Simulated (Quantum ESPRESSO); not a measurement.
Consider Sb (Antimony, R-3m).

```
CELL_PARAMETERS angstrom
2.15420 1.24373 3.75800
-2.15420 1.24373 3.75800
0.00000 -2.48746 3.75800
ATOMIC_POSITIONS crystal
Sb 0.76651 0.76651 0.76651
Sb 0.23349 0.23349 0.23349
```

Absorber: atom 1, with 3 Sb at 2.91 Å and 3 Sb at 3.35 Å (distorted octahedral, site symmetry 3m). Method: Quantum ESPRESSO XSpectra, LDA, excited-electron core hole (neutral cell), 8-atom cell with 6.2 Å between holes, 4×4×4 k points, dipole transitions, Lorentzian half width 4.58 eV (not a setting of the program: the run's 0.4 eV curve was folded afterwards with a further Lorentzian).

Question: What does the Sb K edge look like?

Main maxima up to 30 eV above the zero (height): 3.1 eV (1.13) and 21.4 eV (1.02). A K edge sees empty p states on the absorber. 

The Sb K spectrum (energy from the energy zero of the input (xe0, at the border of filled and empty states); intensity scaled to a mean of 1 over the first 20 eV; folded afterwards to Lorentzian half width 4.58 eV; the points at xe0, where the cut of filled states can leave a spike, are interpolated; polarised curves are means over the symmetry-equivalent atoms):

| E (eV) | isotropic | ε ⊥ c | ε ∥ c |
| --- | --- | --- | --- |
| -2.00 | 0.66 | 0.66 | 0.65 |
| -1.25 | 0.75 | 0.75 | 0.74 |
| -0.50 | 0.85 | 0.85 | 0.84 |
| 0.25 | 0.95 | 0.95 | 0.94 |
| 1.00 | 1.03 | 1.03 | 1.02 |
| 1.75 | 1.09 | 1.10 | 1.08 |
| 2.50 | 1.12 | 1.13 | 1.11 |
| 3.25 | 1.13 | 1.14 | 1.12 |
| 4.00 | 1.12 | 1.13 | 1.11 |
| 4.75 | 1.09 | 1.10 | 1.08 |
| 5.50 | 1.06 | 1.07 | 1.04 |
| 6.25 | 1.03 | 1.04 | 1.01 |
| 7.00 | 1.00 | 1.01 | 0.98 |
| 7.75 | 0.98 | 0.99 | 0.96 |
| 8.50 | 0.96 | 0.97 | 0.94 |
| 9.25 | 0.96 | 0.96 | 0.94 |
| 10.00 | 0.95 | 0.96 | 0.94 |
| 10.75 | 0.95 | 0.95 | 0.94 |
| 11.50 | 0.94 | 0.94 | 0.94 |
| 12.25 | 0.94 | 0.94 | 0.95 |
| 13.00 | 0.94 | 0.94 | 0.95 |
| 13.75 | 0.94 | 0.94 | 0.96 |
| 14.50 | 0.95 | 0.94 | 0.97 |
| 15.25 | 0.95 | 0.94 | 0.98 |
| 16.00 | 0.96 | 0.95 | 0.98 |
| 16.75 | 0.97 | 0.96 | 0.99 |
| 17.50 | 0.98 | 0.97 | 1.00 |
| 18.25 | 0.99 | 0.98 | 1.00 |
| 19.00 | 1.00 | 0.99 | 1.01 |
| 19.75 | 1.01 | 1.00 | 1.01 |
| 20.50 | 1.01 | 1.01 | 1.01 |
| 21.25 | 1.02 | 1.02 | 1.01 |
| 22.00 | 1.01 | 1.02 | 1.01 |
| 22.75 | 1.01 | 1.02 | 1.00 |
| 23.50 | 1.01 | 1.01 | 0.99 |
| 24.25 | 1.00 | 1.00 | 0.98 |
| 25.00 | 0.99 | 1.00 | 0.97 |
| 25.75 | 0.98 | 0.99 | 0.96 |
| 26.50 | 0.97 | 0.98 | 0.95 |
| 27.25 | 0.96 | 0.97 | 0.94 |
| 28.00 | 0.95 | 0.96 | 0.94 |
| 28.75 | 0.95 | 0.96 | 0.93 |
| 29.50 | 0.95 | 0.96 | 0.93 |
| 30.25 | 0.95 | 0.95 | 0.94 |
| 31.00 | 0.95 | 0.95 | 0.94 |
| 31.75 | 0.95 | 0.95 | 0.95 |

The holes are only 6.2 Å apart, so the shape is probably not converged with cell size; no larger cell was run here. Lifetime broadening is put in by hand, and intensities beyond about 20 eV depend on it and on the partial waves. The structure is a published determination, not relaxed.

[Banner, clock and machine lines of the logs are left out without a mark of their own.]

[Logs are printed without paths, hosts, clocks, repeated set-up lines and the standing remarks that a program may print on its own settings, such as how far it seeks lower states.]

[Hosts, paths, dates, database ids (printed as entryN), source tags and the programs' standing remarks are cut or masked in the printed files.]

[Lists of maxima count a maximum above −3 eV only where it reaches 4 % of the highest in the window and stands out from its surroundings by 2 % of it (1.5 % where it reaches 55 %); shoulders and weaker maxima are passed over, and of the rest the first, up to two pre-edge ones and the few strongest are named.]
